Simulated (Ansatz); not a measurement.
# (GaN)3(SiC)1 [0001] superlattice, started as wurtzite: relaxing the cell for a phonon run

Wanted: the relaxed cell of (GaN)3(SiC)1 [0001] superlattice, started as wurtzite.

Program: Ansatz 0.2.0. Level of theory: DFT PBE, scalar-relativistic, plane waves, PAW. Results are calculated unless marked as measured.

The structure was built from a prototype and need not be the compound's stable phase.

### Step 1. Set-up

Symmetry: P3m1, No. 156, trigonal system. The conventional cell has a = 3.163 Å, b = 3.163 Å, c = 10.310 Å, α = 90.00°, β = 90.00°, γ = 120.00°. C has 1 Si at 1.93 Å and 3 Ga at 1.94 Å nearest. Ga has 1 N at 1.93 Å and 3 C at 1.94 Å nearest. Ga has 4 N at 1.93 to 1.94 Å nearest. Nearest to Ga lie 4 N at 1.93 to 1.94 Å. N has 4 Ga at 1.93 to 1.94 Å nearest. Nearest to N lie 4 Ga at 1.93 to 1.94 Å. Farther neighbours and most contacts between anions are not listed.

### Step 2. Probe on a coarse mesh

First a cheap look: the gap decides the mesh and the occupations, the pressure tells how far the cell has to move.

input.yaml

```yaml
crystal:
  lattice:
    - [3.1625, 0.0, 0.0]
    - [-1.58125, 2.73881, 0.0]
    - [0.0, 0.0, 10.31]
  atoms:
    - { symbol: C, position: [0.666667, 0.333333, 0.9375] }
    - { symbol: Ga, position: [0.333333, 0.666667, 0.0] }
    - { symbol: Ga, position: [0.666667, 0.333333, 0.25] }
    - { symbol: Ga, position: [0.333333, 0.666667, 0.5] }
    - { symbol: "N", position: [0.333333, 0.666667, 0.1875] }
    - { symbol: "N", position: [0.666667, 0.333333, 0.4375] }
    - { symbol: "N", position: [0.333333, 0.666667, 0.6875] }
    - { symbol: Si, position: [0.666667, 0.333333, 0.75] }
kpoints:
  mp_grid: { grid: [6, 6, 2] }
hamiltonian:
  xc: pbe
scf:
  occupations: { method: gaussian, width: 0.1 }
output:
  forces: true
  stress: true
  eigenvalues: true
```

The run is started by

```sh
$ ansatz run input.yaml --threads 8 --pin off --max-ram 14336MiB --backend cpu --events-out ev --progress --plain --runs-dir out
```

Numbers of over 12 decimals in the logs are rounded to 6 here.

The program printed:

```text
[...]
k-point 0: bands = [... 27 lower, 9.6557, 9.6557, 10.8447, 12.0544, 12.0544, 12.6893, 14.2245, 16.0563, ... 2 higher]
  k-point 1: bands = [... 27 lower, 9.6597, 9.6597, 11.3229, 12.0539, 12.0539, 12.8133, 14.0132, 16.0524, ... 2 higher]
  k-point 2: bands = [... 27 lower, 9.2673, 9.4037, 10.2334, 11.5652, 12.1333, 13.7775, 14.8272, 15.3676, ... 2 higher]
  k-point 13: bands = [... 27 lower, 7.1040, 7.5596, 8.1409, 8.1902, 13.7383, 15.2541, 15.3728, 15.8998, ... 2 higher]
[key lines of the parts left out:]
SCF converged after 9 iterations
Free energy (F): -13388.855688 eV
Fermi energy:    11.603993 eV
P = ⅓ Tr σ = 6.4251 GPa (64.251 kbar)
```

The job ended after 0.74 s (8 threads of Arm Neoverse V2, shared host; peak memory 0.43 GiB; 4.5 s of CPU time).

Numbers from this step:

```yaml
pressure: 6.425 GPa
volume_per_atom: 11.16 Å³
gap_on_the_k_mesh: 0 eV
```

The coarse mesh shows no gap and a pressure of 6.4 GPa.

### Step 3. Coarse relaxation

A rough relaxation comes first, because large forces or stress need no tight tolerances yet.

Edit input.yaml of step 2 so:

```diff
@@ -15,3 +15,3 @@
 kpoints:
-  mp_grid: { grid: [6, 6, 2] }
+  mp_grid: { grid: [9, 9, 2] }
 hamiltonian:
@@ -24 +24,6 @@
   eigenvalues: true
+relax:
+  adjacent_minimum: "off"
+  f_tol: 0.05
+  max_steps: 80
+  cell: { stress_tol: 0.5 }
```

The program printed:

```text
[...]
Crystal: 8 atoms, lattice volume = 89.300 Å³
Basis set: ecut = 420 eV, 1739 PW (Γ), exchange–correlation on 48×48×144 points (8 copies of the dense FFT grid, shifted against one another)
Bands: 39, of which v1, the nominal top of the filled ones, is band 31 counted from 1 (30 counted from 0)
Symmetry: 6 space group operations
[...]
atoms:
    - { symbol: C, position: [0.666667, 0.333333, 0.929961] }
    - { symbol: Ga, position: [0.333333, 0.666667, -0.00574223] }
    - { symbol: Ga, position: [0.666667, 0.333333, 0.244664] }
    - { symbol: Ga, position: [0.333333, 0.666667, 0.495581] }
    - { symbol: N, position: [0.333333, 0.666667, 0.189715] }
    - { symbol: N, position: [0.666667, 0.333333, 0.440645] }
    - { symbol: N, position: [0.333333, 0.666667, 0.693061] }
    - { symbol: Si, position: [0.666667, 0.333333, 0.762115] }
[key lines of the parts left out:]
SCF converged after 6 iterations
Free energy (F): -13389.404644 eV
Fermi energy:    11.109591 eV
P = ⅓ Tr σ = 0.2856 GPa (2.856 kbar)
```

The job ended after 9.6 s (8 threads; peak memory 0.54 GiB; 67 s of CPU time).

The steps of the relaxation:

```csv
step,energy less that of the first step (eV),largest force component (eV/Å),pressure (GPa),volume (Å³)
1,0.0000,3.3747,6.55,89.30
2,-0.3868,2.0847,2.30,91.07
3,-0.4726,2.2995,2.23,91.80
4,-0.5276,0.5216,-0.20,92.59
5,-0.5460,0.2438,-0.03,92.49
6,-0.5483,0.0612,0.04,92.53
7,-0.5487,0.0167,0.14,92.47
8*,-0.5589,0.0170,0.29,92.47
```

Relaxation steps marked * repeat the geometry before them on a plane-wave basis chosen anew for their cell, so energy and pressure can jump there.

Forces are held to the 6 operations that the run works with; a distortion that breaks them can't arise in this run.

```csv
"conventional cell, symmetrised",before,after,change
a (Å),3.163,3.199,+1.1 %
b (Å),3.163,3.199,+1.1 %
c (Å),10.310,10.436,+1.2 %
volume (Å³/atom),11.16,11.56,+3.6 %
```

The atoms that moved most (Å, as changes of fractional coordinates times the final cell):

```csv
atom,dx,dy,dz,length
Si8,0.000,0.000,0.126,0.126
C1,0.000,0.000,-0.079,0.079
Ga2,0.000,0.000,-0.060,0.060
N7,0.000,0.000,0.058,0.058
Ga3,0.000,0.000,-0.056,0.056
Ga4,0.000,0.000,-0.046,0.046
N6,0.000,0.000,0.033,0.033
N5,0.000,0.000,0.023,0.023
```

Numbers from this step:

| Property | Result |
| --- | --- |
| pressure | 0.2856 GPa |
| volume per atom | 11.56 Å³ |

In this step the volume went from 11.16 to 11.56 Å³/atom.

### Step 4. Bringing the structure to rest

The cell and atoms are relaxed, since residual forces and stress would shift the frequencies.

input.yaml

```yaml
crystal:
  lattice:
    - [3.1986424914, 0.0, 0.0]
    - [-1.5993212457, 2.7701056552, 0.0]
    - [0.0, 0.0, 10.4362596149]
  atoms:
    - { symbol: C, position: [0.6666666667, 0.3333333333, 0.9299614105] }
    - { symbol: Ga, position: [0.3333333333, 0.6666666667, -0.0057422311] }
    - { symbol: Ga, position: [0.6666666667, 0.3333333333, 0.2446642111] }
    - { symbol: Ga, position: [0.3333333333, 0.6666666667, 0.4955808899] }
    - { symbol: "N", position: [0.3333333333, 0.6666666667, 0.1897148689] }
    - { symbol: "N", position: [0.6666666667, 0.3333333333, 0.4406450773] }
    - { symbol: "N", position: [0.3333333333, 0.6666666667, 0.6930611575] }
    - { symbol: Si, position: [0.6666666667, 0.3333333333, 0.762114616] }
kpoints:
  mp_grid: { grid: [12, 12, 4] }
hamiltonian:
  xc: pbe
scf:
  occupations: { method: gaussian, width: 0.1 }
output:
  forces: true
  stress: true
  eigenvalues: true
relax:
  adjacent_minimum: "off"
  f_tol: 0.005
  max_steps: 80
  cell: { stress_tol: 0.05 }
```

The program printed:

```text
[...]
Crystal: 8 atoms, lattice volume = 92.471 Å³
Basis set: ecut = 420 eV, 1823 PW (Γ), exchange–correlation on 48×48×144 points (8 copies of the dense FFT grid, shifted against one another)
Bands: 39, of which v1, the nominal top of the filled ones, is band 31 counted from 1 (30 counted from 0)
Symmetry: 6 space group operations
[...]
k-points: 69 of 576 (time reversal used)
[...]
SCF iter   1: F=—  HF=-13389.444366 eV  |F-HF|=—  |Δ(HF+E_count)|=         —  Δρ=6.71e-3  dr2=2.34e-1  ethr=1.77e-3  ⟨swp⟩=6.2  Hψ=11528  notcnv=0  defer=4
[...]
SCF iter   8: F=-13389.402753 eV  HF=-13389.402754 eV  |F-HF|=7.76e-8  |Δ(HF+E_count)|=   2.40e-7  Δρ=8.95e-6  dr2=8.33e-8  ethr=1.61e-10  ⟨swp⟩=10.8  Hψ=13045  notcnv=0
SCF 1 converged in 8 iterations: F = -13389.402753 eV  dr2 = 8.33e-8
[...]
relax step   1: F+E_penalty+E_count = -13389.40275348 eV  Δ(F+E_penalty+E_count) = +0.000e0 eV  max|allowed force component| = 1.923e-2 eV/Å  Δτ_max = 0.0000 Å  P = +0.312 GPa  Ω = 92.471 Å³  (8 SCF iters, dr2 threshold 1.00e-7 eV, accepted)
Crystal: 8 atoms, lattice volume = 92.569 Å³
[...]
SCF iter   7: F=-13389.402642 eV  HF=-13389.402642 eV  |F-HF|=8.90e-8  |Δ(HF+E_count)|=   1.03e-7  Δρ=6.29e-6  dr2=1.24e-7  ethr=4.90e-10  ⟨swp⟩=4.5  Hψ=9414  notcnv=0
SCF 2 converged in 7 iterations: F = -13389.402642 eV  dr2 = 1.24e-7
relax step   2: F+E_penalty+E_count = -13389.40264176 eV  Δ(F+E_penalty+E_count) = +1.117e-4 eV  max|allowed force component| = 8.697e-3 eV/Å  Δτ_max = 0.0011 Å  P = +0.129 GPa  Ω = 92.569 Å³  energy of the carried Pulay correction = -2.655e-4 eV  (7 SCF iters, dr2 threshold 3.04e-7 eV, accepted)
Crystal: 8 atoms, lattice volume = 92.635 Å³
[...]
SCF iter   7: F=-13389.402491 eV  HF=-13389.402491 eV  |F-HF|=2.70e-8  |Δ(HF+E_count)|=   3.74e-8  Δρ=3.66e-6  dr2=4.09e-8  ethr=6.73e-11  ⟨swp⟩=3.0  Hψ=11343  notcnv=0
SCF 3 converged in 7 iterations: F = -13389.402491 eV  dr2 = 4.09e-8
relax step   3: F+E_penalty+E_count = -13389.40249083 eV  Δ(F+E_penalty+E_count) = +1.509e-4 eV  max|allowed force component| = 3.275e-3 eV/Å  Δτ_max = 0.0004 Å  P = +0.001 GPa  Ω = 92.635 Å³  energy of the carried Pulay correction = -4.466e-4 eV  (7 SCF iters, dr2 threshold 4.17e-8 eV, accepted)
[...]
SCF iter   1: F=—  HF=-13389.402887 eV  |F-HF|=—  |Δ(HF+E_count)|=         —  Δρ=6.69e-5  dr2=1.41e-7  ethr=4.81e-7  ⟨swp⟩=3.0  Hψ=17357  notcnv=0
eigensolver tolerance schedule: the retry pair's looser diagonalisation over-reported the residual by 2119.19 of it (diagonalisation noise at 0.49 of the residual, at the tolerance the schedule requests for it); recorded, not acted on — ethr = c·dr2/N_el stays at c = 1.0e-1
[...]
SCF iter   2: F=—  HF=-13389.402947 eV  |F-HF|=—  |Δ(HF+E_count)|=   5.93e-5  Δρ=3.41e-5  dr2=5.69e-8  ethr=2.27e-10  ⟨swp⟩=2.4  Hψ=4899  notcnv=0
[...]
SCF iter   8: F=-13389.402957 eV  HF=-13389.402957 eV  |F-HF|=4.37e-11  |Δ(HF+E_count)|=  6.18e-11  Δρ=1.68e-7  dr2=6.43e-11  ethr=1.00e-12  ⟨swp⟩=3.3  Hψ=11976  notcnv=0
SCF 4 converged in 8 iterations: F = -13389.402957 eV  dr2 = 6.43e-11
relax step   4: F+E_penalty+E_count = -13389.40295722 eV  Δ(F+E_penalty+E_count) = -4.664e-4 eV  max|allowed force component| = 3.210e-3 eV/Å  Δτ_max = 0.0000 Å  P = +0.007 GPa  Ω = 92.635 Å³  stress off target by 2.60e-2 GPa  SCF on the basis re-selected at this cell (its energy is not comparable with the rows above)  (8 SCF iters)
[...]
SCF converged after 8 iterations
Free energy (F): -13389.402957 eV
[...]
Internal energy: -13389.400415 eV  (E = F + TS)
E sigma→0 (E₀):  -13389.401686 eV
Entropy (-TS):   -0.002542 eV (-0.318 meV/atom)
Fermi energy:    11.042412 eV
[...]
--- Forces (eV/Å), atoms counted from 1 ---
  atom   1  C      0.00000000     0.00000000     0.00321042
  atom   2  Ga     0.00000000    -0.00000000    -0.00088199
  atom   3  Ga     0.00000000     0.00000000     0.00042299
  atom   4  Ga    -0.00000000    -0.00000000     0.00010424
  atom   5  N      0.00000000    -0.00000000    -0.00000590
  atom   6  N      0.00000000     0.00000000    -0.00000562
  atom   7  N     -0.00000000    -0.00000000    -0.00129211
  atom   8  Si     0.00000000     0.00000000    -0.00154678
  max |Σ_I F_I| component: 5.25e-6 eV/Å
--- Stress (GPa, compression-positive) ---
       -0.002486      -0.000000      -0.000000
        0.000000      -0.002486       0.000000
       -0.000000       0.000000       0.025986
  P = ⅓ Tr σ = 0.0070 GPa (0.070 kbar)
--- Band table (eV; the first three rows and the last of 69) ---
  k-point 0: bands = [... 27 lower, 8.8752, 8.9689, 10.4550, 11.0711, 11.0711, 11.9976, 13.1937, 15.8421, ... 4 higher]
  k-point 1: bands = [... 27 lower, 8.8775, 8.8775, 10.7295, 11.0704, 11.0704, 12.0037, 13.1262, 15.8400, ... 4 higher]
  k-point 2: bands = [... 27 lower, 8.8799, 8.8799, 10.9481, 11.0699, 11.0699, 12.0122, 13.0511, 15.7888, ... 4 higher]
  k-point 68: bands = [... 27 lower, 6.8390, 6.8689, 7.4472, 7.5752, 13.4051, 15.0345, 15.0949, 15.1620, ... 4 higher]
--- Relaxed structure (3 steps of the walk, 3 accepted, 1 SCFs on fresh bases) ---
[...]
cell:  # Å, volume = 92.6355 Å³
    - [3.200257, 0.0, 0]
    - [-1.600129, 2.771504, 0]
    - [0, 0, 10.444240]
  atoms:
    - { symbol: C, position: [0.666667, 0.333333, 0.929873] }
    - { symbol: Ga, position: [0.333333, 0.666667, -0.00581341] }
    - { symbol: Ga, position: [0.666667, 0.333333, 0.244686] }
    - { symbol: Ga, position: [0.333333, 0.666667, 0.495732] }
    - { symbol: N, position: [0.333333, 0.666667, 0.189661] }
    - { symbol: N, position: [0.666667, 0.333333, 0.440742] }
    - { symbol: N, position: [0.333333, 0.666667, 0.693059] }
    - { symbol: Si, position: [0.666667, 0.333333, 0.762060] }
```

Wall time 12 s (8 threads); peak memory 0.62 GiB.

Little changed from the start: no atom moved by 0.005 Å and no cell edge by 0.1 %.

This step gave:

| Property | Result |
| --- | --- |
| pressure | 0.007005 GPa |
| volume per atom | 11.58 Å³ |

In this step the volume went from 11.56 to 11.58 Å³/atom.

### Step 5. Relaxing to small forces for the phonons

Phonons need a cell at rest on their own settings, so the relaxation is repeated with tight tolerances on forces and stress, using the mesh and the filling of the phonon run that follows.

input.yaml

```yaml
crystal:
  lattice:
    - [3.2002571896, 0.0, 0.0]
    - [-1.6001285948, 2.7715040249, 0.0]
    - [0.0, 0.0, 10.4442397205]
  atoms:
    - { symbol: C, position: [0.6666666667, 0.3333333333, 0.929872612] }
    - { symbol: Ga, position: [0.3333333333, 0.6666666667, -0.0058134084] }
    - { symbol: Ga, position: [0.6666666667, 0.3333333333, 0.2446858514] }
    - { symbol: Ga, position: [0.3333333333, 0.6666666667, 0.4957320713] }
    - { symbol: "N", position: [0.3333333333, 0.6666666667, 0.1896611388] }
    - { symbol: "N", position: [0.6666666667, 0.3333333333, 0.4407421146] }
    - { symbol: "N", position: [0.3333333333, 0.6666666667, 0.6930592398] }
    - { symbol: Si, position: [0.6666666667, 0.3333333333, 0.7620603805] }
kpoints:
  mp_grid: { grid: [12, 12, 4] }
hamiltonian:
  xc: pbe
scf:
  occupations: { method: methfessel_paxton, width: 0.2 }
output:
  forces: true
  stress: true
  eigenvalues: true
  write_density: true
  write_potential: true
  elf: true
  volumetric_format: npy
relax:
  adjacent_minimum: "off"
  f_tol: 0.001
  max_steps: 60
  cell: { stress_tol: 0.01 }
```

The program printed:

```text
[...]
Crystal: 8 atoms, lattice volume = 92.635 Å³
Basis set: ecut = 420 eV, 1823 PW (Γ), exchange–correlation on 48×48×144 points (8 copies of the dense FFT grid, shifted against one another)
Bands: 39, of which v1, the nominal top of the filled ones, is band 31 counted from 1 (30 counted from 0)
Symmetry: 6 space group operations
[...]
k-points: 69 of 576 (time reversal used)
[...]
atoms:
    - { symbol: C, position: [0.666667, 0.333333, 0.929885] }
    - { symbol: Ga, position: [0.333333, 0.666667, -0.0058198] }
    - { symbol: Ga, position: [0.666667, 0.333333, 0.244681] }
    - { symbol: Ga, position: [0.333333, 0.666667, 0.495722] }
    - { symbol: N, position: [0.333333, 0.666667, 0.189657] }
    - { symbol: N, position: [0.666667, 0.333333, 0.440742] }
    - { symbol: N, position: [0.333333, 0.666667, 0.693048] }
    - { symbol: Si, position: [0.666667, 0.333333, 0.762084] }
[key lines of the parts left out:]
SCF converged after 8 iterations
Free energy (F): -13389.401944 eV
Fermi energy:    11.049943 eV
P = ⅓ Tr σ = 0.0001 GPa (0.001 kbar)
```

Run time: 18 s. Hardware: 8 threads; peak memory 0.63 GiB; 2.3 min of CPU time.

Little changed from the start: no atom moved by 0.005 Å and no cell edge by 0.1 %.

This step gave:

| Quantity | Value |
| --- | --- |
| pressure | 5.01e-5 GPa |

Electrostatic potential energy in the ac plane at fractional y = 0.333, with atoms of C and Ga and N and Si within 0.2 Å of it. With pseudopotentials it is smooth inside the atoms' cores, unlike the true potential.

Values in eV, 24 rows by 14 columns, each cell a mean:
```
  7   4   2   3   5   8   6  -5 -23 -34 -29 -14   2   8
 10  10   9   9  10   9   2 -20 -45 -50 -49 -35  -7   7
 12  12  12  12  12  11   7  -3 -20 -30 -26 -12   3  10
 11  12  12  12  12  10   7   2  -4  -8  -7  -1   5   9
  7  10  11  11   9   4  -6 -21 -35 -41 -39 -29 -13   0
  5   9  10   9   7   0 -16 -37 -49 -50 -50 -45 -27  -7
  6   8   9   9   7   3  -7 -22 -36 -42 -40 -30 -14  -1
  9  10  10  10   9   8   5   1  -5  -8  -7  -2   3   7
 11  11  11  11  11  11  10   9   8   8   8   9  10  11
 11  10  10  10  10  11  11  11  12  12  12  12  11  11
  8   6   5   5   7   9  10  11  12  12  12  12  11  10
  5   1  -1   0   3   7   8   7   3  -1   1   5   8   8
  6   3   1   1   4   6   3 -13 -33 -42 -39 -24  -3   6
  9   8   7   7   9   9   2 -20 -43 -50 -48 -33  -8   7
 12  11  11  11  11  11   9   3  -9 -17 -14  -3   7  11
 11  12  12  12  12  11   9   7   4   3   3   5   8  10
  9  11  12  12  10   7   0  -6 -10 -11 -10  -8  -3   4
  7  10  11  11   9   2  -8 -12 -12 -11 -11 -12 -11  -3
  7  10  11  11   9   3  -7 -12 -12 -11 -12 -12 -10  -2
 10  11  11  11  10   8   3  -3  -8 -10  -9  -6   0   6
 12  12  12  12  12  12  11   9   7   6   7   8  10  11
 12  12  12  12  12  12  12  12  12  12  12  12  12  12
 10   8   7   7   9  10  12  13  13  13  13  13  12  11
  7   3   1   2   4   8  10  10   9   8   8  10  11  10
```
Columns run along a (3.2 Å; values clipped at the 3rd and 97th percentile), rows up along c (10.4 Å). Atoms in or near the plane, at fractional coordinates: C at (0.67, 0.93), Ga at (0.67, 0.24), N at (0.67, 0.44), Si at (0.67, 0.76).

ELF in the ac plane at fractional y = 0.333, with atoms of C and Ga and N and Si within 0.2 Å of it. It is the smooth field of the valence electrons, not physical close to the nuclei.

Values, 24 rows by 14 columns, each cell a mean:
```
0.43 0.27 0.23 0.24 0.34 0.58 0.76 0.78 0.65 0.49 0.55 0.73 0.80 0.71
0.53 0.30 0.21 0.24 0.41 0.66 0.77 0.68 0.36 0.10 0.20 0.53 0.75 0.75
0.46 0.24 0.15 0.17 0.35 0.60 0.73 0.75 0.68 0.59 0.62 0.72 0.75 0.68
0.34 0.15 0.08 0.10 0.24 0.50 0.71 0.82 0.86 0.87 0.87 0.85 0.78 0.62
0.27 0.16 0.12 0.13 0.22 0.37 0.47 0.50 0.51 0.51 0.51 0.51 0.50 0.43
0.48 0.42 0.39 0.40 0.45 0.50 0.44 0.28 0.23 0.40 0.32 0.23 0.35 0.49
0.65 0.62 0.60 0.61 0.64 0.66 0.63 0.48 0.29 0.20 0.22 0.36 0.57 0.67
0.57 0.58 0.59 0.59 0.57 0.55 0.51 0.45 0.35 0.28 0.30 0.39 0.47 0.53
0.34 0.41 0.44 0.43 0.38 0.29 0.22 0.18 0.15 0.14 0.14 0.16 0.19 0.25
0.14 0.19 0.21 0.21 0.17 0.12 0.09 0.07 0.06 0.06 0.06 0.07 0.07 0.10
0.16 0.17 0.17 0.17 0.17 0.18 0.23 0.29 0.33 0.36 0.35 0.31 0.26 0.20
0.25 0.21 0.21 0.21 0.23 0.35 0.54 0.68 0.72 0.72 0.72 0.71 0.63 0.45
0.37 0.22 0.20 0.21 0.29 0.53 0.75 0.79 0.64 0.44 0.52 0.73 0.80 0.68
0.44 0.23 0.16 0.18 0.32 0.60 0.77 0.76 0.52 0.24 0.35 0.65 0.79 0.72
0.31 0.15 0.09 0.10 0.22 0.45 0.65 0.77 0.80 0.80 0.80 0.79 0.72 0.56
0.13 0.07 0.05 0.06 0.10 0.20 0.32 0.41 0.46 0.49 0.48 0.44 0.37 0.26
0.16 0.15 0.15 0.15 0.16 0.17 0.19 0.19 0.15 0.13 0.14 0.17 0.19 0.18
0.27 0.38 0.42 0.41 0.34 0.24 0.20 0.11 0.03 0.10 0.06 0.07 0.16 0.22
0.42 0.57 0.61 0.60 0.51 0.33 0.22 0.13 0.05 0.05 0.05 0.08 0.17 0.25
0.50 0.60 0.62 0.61 0.56 0.40 0.26 0.21 0.19 0.18 0.18 0.20 0.21 0.30
0.36 0.44 0.47 0.46 0.40 0.30 0.20 0.15 0.13 0.13 0.13 0.13 0.16 0.23
0.16 0.21 0.23 0.22 0.19 0.13 0.10 0.07 0.06 0.06 0.06 0.07 0.08 0.11
0.17 0.17 0.18 0.18 0.17 0.19 0.22 0.26 0.28 0.29 0.29 0.27 0.24 0.20
0.28 0.23 0.23 0.23 0.26 0.37 0.55 0.66 0.68 0.67 0.67 0.68 0.62 0.47
```
Columns run along a (3.2 Å), rows up along c (10.4 Å). Atoms in or near the plane, at fractional coordinates: C at (0.67, 0.93), Ga at (0.67, 0.24), N at (0.67, 0.44), Si at (0.67, 0.76).

Valence density in the ac plane at fractional y = 0.333, with atoms of C and Ga and N and Si within 0.2 Å of it. It is the smooth field of the valence electrons, not physical close to the nuclei.

Ten steps, logarithmic in the rise over the least value, from '0' (0 e/Å³) to '9' (31 e/Å³), each cell a mean:
```
11111112233333322
11101112334444322
10000011233333321
00000001222332211
00000001111111111
11111111100000111
11111111110001111
11111111110000111
00000000000000000
00000000000000000
00000000000000000
11111111122332211
11111112344554332
11000112345555432
00000001233443221
00000000112222110
00000001134553211
11000112368997521
11111112358997421
11111111123332211
00111000000000000
00000000000000000
00000000000000000
11111111111221111
```
Columns run along a (3.2 Å), rows up along c (10.4 Å). Atoms in or near the plane, at fractional coordinates: C at (0.67, 0.93), Ga at (0.67, 0.24), N at (0.67, 0.44), Si at (0.67, 0.76).

The largest force component left is 0.32 meV/Å and the pressure is 0.000 GPa, within the tolerances set. The cell now holds 11.58 Å³/atom.

### Step 6. Outcome

| Property | Result |
| --- | --- |
| space group after relaxation (within 0.01 Å) | P3m1 |
| lattice constant a | 3.200 Å |
| lattice constant b | 3.200 Å |
| lattice constant c | 10.445 Å |
| volume per atom | 11.6 Å³ |

The largest force component left is 0.32 meV/Å and the pressure is 0.000 GPa, within the tolerances set. The cell now holds 11.58 Å³/atom. The relaxation keeps the symmetry of its start, so it says nothing on stability against lower symmetry. The starting cell was built on a prototype and not taken from a measurement, so the phase need not exist.

[Logs are printed without paths, hosts, clocks, repeated set-up lines and the standing remarks that a program may print on its own settings, such as how far it seeks lower states.]

[Hosts, paths, dates, database ids (printed as entryN), source tags and the programs' standing remarks are cut or masked in the printed files.]
